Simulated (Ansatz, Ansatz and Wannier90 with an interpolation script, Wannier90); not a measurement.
# CsCdCl3 (Pm-3m): what limits a Wannier interpolation of GW, part 2 of 2

Wanted: errors and cost of interpolated bands of CsCdCl3 (Pm-3m) under coarser or faulty settings.

Wannier90 4.0.3; maximally localised Wannier functions from the overlaps of LDA states (plane waves, PAW). Known limits of the many-body steps: not at the basis limit; d shell near the gap, gap tends to lie low; no spin-orbit coupling; coarse k mesh.

So far. Step 3 (Wannier model on 8×8×8, by the program's own minimiser): Near the gap the model misses directly solved bands by 0.4 meV r.m.s. and by 4 meV at most in the window tested. This tests the starting bands, not the corrections carried with them. Step 4 (Wannier model on 4×4×4, by Wannier90): Near the gap the model misses directly solved bands by 5.5 meV r.m.s. and by 42 meV at most in the window tested. This tests the starting bands, not the corrections carried with them.

The database entry behind the starting cell is an old determination (1928), so it need not match the best structure at ambient conditions.

**5. A faulty Wannier input**

This step: maximally localised Wannier functions, LDA, plane waves, PAW.

File input.yaml:

```yaml
crystal:
  lattice:
    - [5.2, 0.0, 0.0]
    - [0.0, 5.2, 0.0]
    - [0.0, 0.0, 5.2]
  atoms:
    - { symbol: Cs, position: [0.0, 0.0, 0.0] }
    - { symbol: Cd, position: [0.5, 0.5, 0.5] }
    - { symbol: Cl, position: [0.0, 0.5, 0.5] }
    - { symbol: Cl, position: [0.5, 0.0, 0.5] }
    - { symbol: Cl, position: [0.5, 0.5, 0.0] }
kpoints:
  mp_grid: { grid: [4, 4, 4] }
hamiltonian:
  xc: lda
scf:
  occupations: { method: fixed }
  n_extra_bands: 74
output:
  wannier:
    kmesh: [4, 4, 4]
    projections: [{ species: Cd, l: s, shell: 5 }, { species: Cl, l: p, shell: 3 }]
    minimise: true
    write_hr: true
    seedname: w
    conv_tol: 1.0e-06
    max_iter: 3
    stability_check: false
    disentanglement:
      window: [-1.62, 12.17]
      frozen_window: [-1.62, 5.71]
      conv_tol: 1.0e-08
```

Launch:

```
$ ansatz run input.yaml --threads 8 --pin off --max-ram 18432MiB --backend cpu --events-out ev --progress --plain --runs-dir out
```

Numbers of over 12 decimals in the logs are rounded to 6 here.

What it wrote:

```text
Error: invalid value for `output.wannier.max_iter`: must be ≥ 5; got 3
```

The job ended after 0.12 s (8 threads of Arm Neoverse V1, shared host; peak memory 0.12 GiB).

The input was rejected at the start.

The program's message: “Error: invalid value for `output.wannier.max_iter`: must be ≥ 5; got 3”

The fault put into this input: too few iterations.

**6. G0W0: 4×4×4 mesh, 528 empty bands, screening to 140 eV**

G0W0 replaces the xc potential by the self-energy, built once from these orbitals. Only a window of levels is corrected, while the sums run over the empty bands that the input names.

This step: G0W0 on LDA, plane waves, PAW.

input.yaml, the sections that differ from step 5:

```yaml
scf:
  occupations: { method: fixed }
gw:
  n_empty_bands: 528
  ecut_chi: 140.0
  qp_bands: [v9, c1]
  screening: { model: contour_deformation }
# crystal, kpoints, hamiltonian: as in step 5
# output: removed
```

What it wrote:

```text
[...]
Crystal: 5 atoms, lattice volume = 140.608 Å³
Basis set: ecut = 420 eV, 2777 PW (Γ)
Bands: 30, of which v1, the nominal top of the filled ones, is band 25 counted from 1 (24 counted from 0)
Symmetry: 48 space group operations
[...]
k-points: 10 of 64
[...]
0    24      3.1106   -21.0205     2.8379   -16.9815  0.7594     1.8776     1.9094  root
[...]
9    23      3.4249   -21.2113     2.9510   -16.9928  0.7595     2.1218     2.1574  root
     9    24      3.6968   -24.2700     2.6042   -20.7308  0.7702     2.7465     2.7618  root
     9    25      3.6968   -24.2700     2.6042   -20.7308  0.7702     2.7465     2.7618  root
     9    26      9.3457    -6.1201    -3.9323   -11.0031  0.8221    10.3088    10.2964  root
[key lines of the parts left out:]
SCF converged after 7 iterations
Free energy (F): -16762.426182 eV
Fermi energy:    3.696814 eV
```

It took 4 min on 8 threads; peak memory 4.1 GiB; 30 min of CPU time.

The G0W0 gap on the mesh is 3.412 eV.

**7. G0W0: 2×2×2 mesh, 528 empty bands, screening to 140 eV**

input.yaml, as its differences from that of step 6:

```diff
@@ -12,3 +12,3 @@
 kpoints:
-  mp_grid: { grid: [4, 4, 4] }
+  mp_grid: { grid: [2, 2, 2] }
 hamiltonian:
```

What it wrote:

```text
[...]
Crystal: 5 atoms, lattice volume = 140.608 Å³
Basis set: ecut = 420 eV, 2777 PW (Γ)
Bands: 30, of which v1, the nominal top of the filled ones, is band 25 counted from 1 (24 counted from 0)
Symmetry: 48 space group operations
[...]
k-points: 4 of 8
[...]
3    17     -1.4668   -18.7922     3.6837   -14.2657  0.7281    -2.4122    -2.3096  root ?
[...]
3    23      3.4436   -21.3073     3.1767   -16.9902  0.7354     2.2425     2.3033  root
     3    24      3.7095   -24.4220     2.8741   -20.7076  0.7419     2.8420     2.8693  root
     3    25      3.7095   -24.4220     2.8741   -20.7076  0.7419     2.8420     2.8693  root
     3    26      9.3465    -5.9776    -4.2008   -11.0037  0.7896    10.1968    10.1717  root
[key lines of the parts left out:]
SCF converged after 7 iterations
Free energy (F): -16762.381897 eV
Fermi energy:    3.709527 eV
```

Run time: 27 s. Hardware: 8 threads; peak memory 2.2 GiB; 3.2 min of CPU time.

The G0W0 gap on the mesh is 3.205 eV.

**8. G0W0: 4×4×4 mesh, 245 empty bands, screening to 84 eV**

input.yaml, as its differences from that of step 7:

```diff
@@ -12,3 +12,3 @@
 kpoints:
-  mp_grid: { grid: [2, 2, 2] }
+  mp_grid: { grid: [4, 4, 4] }
 hamiltonian:
@@ -18,4 +18,4 @@
 gw:
-  n_empty_bands: 528
-  ecut_chi: 140.0
+  n_empty_bands: 245
+  ecut_chi: 84
   qp_bands: [v9, c1]
```

What it wrote:

```text
[...]
Crystal: 5 atoms, lattice volume = 140.608 Å³
Basis set: ecut = 420 eV, 2777 PW (Γ)
Bands: 30, of which v1, the nominal top of the filled ones, is band 25 counted from 1 (24 counted from 0)
Symmetry: 48 space group operations
[...]
k-points: 10 of 64
[...]
0    24      3.1106   -21.0205     3.0717   -16.9815  0.7628     2.1238     2.1432  root
[...]
9    23      3.4249   -21.2113     3.1871   -16.9928  0.7628     2.3714     2.3935  root
     9    24      3.6968   -24.2700     2.8379   -20.7308  0.7746     2.9874     2.9954  root
     9    25      3.6968   -24.2700     2.8379   -20.7308  0.7746     2.9874     2.9954  root
     9    26      9.3457    -6.1201    -3.8129   -11.0031  0.8231    10.4322    10.4157  root
[key lines of the parts left out:]
SCF converged after 7 iterations
Free energy (F): -16762.426182 eV
Fermi energy:    3.696814 eV
```

Run time: 43 s. Hardware: 8 threads; peak memory 1.6 GiB.

The G0W0 gap on the mesh is 3.361 eV.

**9. G0W0: 4×4×4 mesh, 528 empty bands, screening to 140 eV, plasmon pole**

input.yaml, as its differences from that of step 8:

```diff
@@ -18,5 +18,5 @@
 gw:
-  n_empty_bands: 245
-  ecut_chi: 84
+  n_empty_bands: 528
+  ecut_chi: 140.0
   qp_bands: [v9, c1]
-  screening: { model: contour_deformation }
+  screening: { model: godby_needs }
```

What it wrote:

```text
[...]
Crystal: 5 atoms, lattice volume = 140.608 Å³
Basis set: ecut = 420 eV, 2777 PW (Γ)
Bands: 30, of which v1, the nominal top of the filled ones, is band 25 counted from 1 (24 counted from 0)
Symmetry: 48 space group operations
[...]
k-points: 10 of 64
[...]
2    18      0.8666   -19.3969     3.0654   -15.1668  0.8558    -0.4263    -0.2981  root ?
[...]
9    23      3.4249   -21.2113     2.9676   -16.9928  0.7860     2.1621     2.1740  root
     9    24      3.6968   -24.2700     2.6504   -20.7308  0.7934     2.8031     2.8079  root
     9    25      3.6968   -24.2700     2.6504   -20.7308  0.7934     2.8031     2.8079  root
     9    26      9.3457    -6.1201    -3.8977   -11.0031  0.8398    10.3388    10.3310  root
[key lines of the parts left out:]
SCF converged after 7 iterations
Free energy (F): -16762.426182 eV
Fermi energy:    3.696814 eV
```

Wall time 6.3 min (8 threads); peak memory 4.1 GiB; 48 min of CPU time.

The G0W0 gap on the mesh is 3.438 eV.

**10. Interpolated results**

Times are wall times on 8 threads of Arm Neoverse V1, shared host, good to a factor of about two.

```
GW mesh  empty bands  cutoff (eV)            frequency  gap on mesh (eV)  gap over zone (eV)  direct gap (eV)  valence width (eV)  GW time
  4×4×4          528          140  contour deformation             3.412               3.412            4.265               5.171    4 min
  2×2×2          528          140  contour deformation             3.205               3.224            4.061               5.171     27 s
  4×4×4          245           84  contour deformation             3.361               3.361            4.213               5.255     43 s
  4×4×4          528          140         plasmon pole             3.438               3.438            4.324               5.423  6.3 min
```

**11. Results**

```json
{
  "4×4×4 mesh, 528 empty bands, screening to 140 eV": "3.41 eV",
  "2×2×2 mesh, 528 empty bands, screening to 140 eV": "3.22 eV",
  "4×4×4 mesh, 245 empty bands, screening to 84 eV": "3.36 eV",
  "4×4×4 mesh, 528 empty bands, screening to 140 eV, plasmon pole": "3.44 eV"
}
```

**Reading.** The largest change, −0.19 eV in the gap over the zone, comes with 2×2×2 mesh, 528 empty bands, screening to 140 eV. The first run is a reference, not a converged one, and where a row moves several settings no single cause can be named. Rows on another GW mesh add that mesh's corrections to the bands of the one model. The program's own minimiser ends at the same spread as the first model, 21.9 Å², from the same trial orbitals; this need not be the lowest minimum. Coarser Wannier mesh (4×4×4): the miss near the gap goes from under 1 (the model on 8×8×8) to 6 meV and the total spread from 21.9 to 20.3 Å². With 2×2×2 mesh, 528 empty bands, screening to 140 eV the gap over the zone moves by −0.19 eV and that on the mesh by −0.21 eV. With 4×4×4 mesh, 245 empty bands, screening to 84 eV the gap over the zone moves by −0.05 eV and that on the mesh by −0.05 eV. With 4×4×4 mesh, 528 empty bands, screening to 140 eV, plasmon pole the gap over the zone moves by +0.03 eV and that on the mesh by +0.03 eV. Gaps over the zone and on the mesh differ where an edge lies off the mesh, or where a GW run starts from another density: the starting gap over the zone is 1.511 eV, on the GW meshes it is 1.511 eV and 1.491 eV. This is the ideal cubic cell; many perovskites, halides above all, are cubic only on average, and local tilts or off-centring can widen the gap. A d shell, filled or nearly so, lies near the gap. One-shot GW converges very slowly in bands there, not always from below, and on a semilocal start the gap tends to come out low; starts rich in exact exchange can overshoot instead. The many-body steps are scalar-relativistic: spin-orbit coupling is not in them.

[Paths, hosts, dates, memory and timing lines, banners, echoed tables and standing remarks are left out of the program output.]

[Logs are printed without paths, hosts, clocks, repeated set-up lines and the standing remarks that a program may print on its own settings, such as how far it seeks lower states.]

[Runs of the session that timed out or met a known fault of the program may be left out.]

[Hosts, paths, dates, database ids (printed as entryN), source tags and the programs' standing remarks are cut or masked in the printed files.]
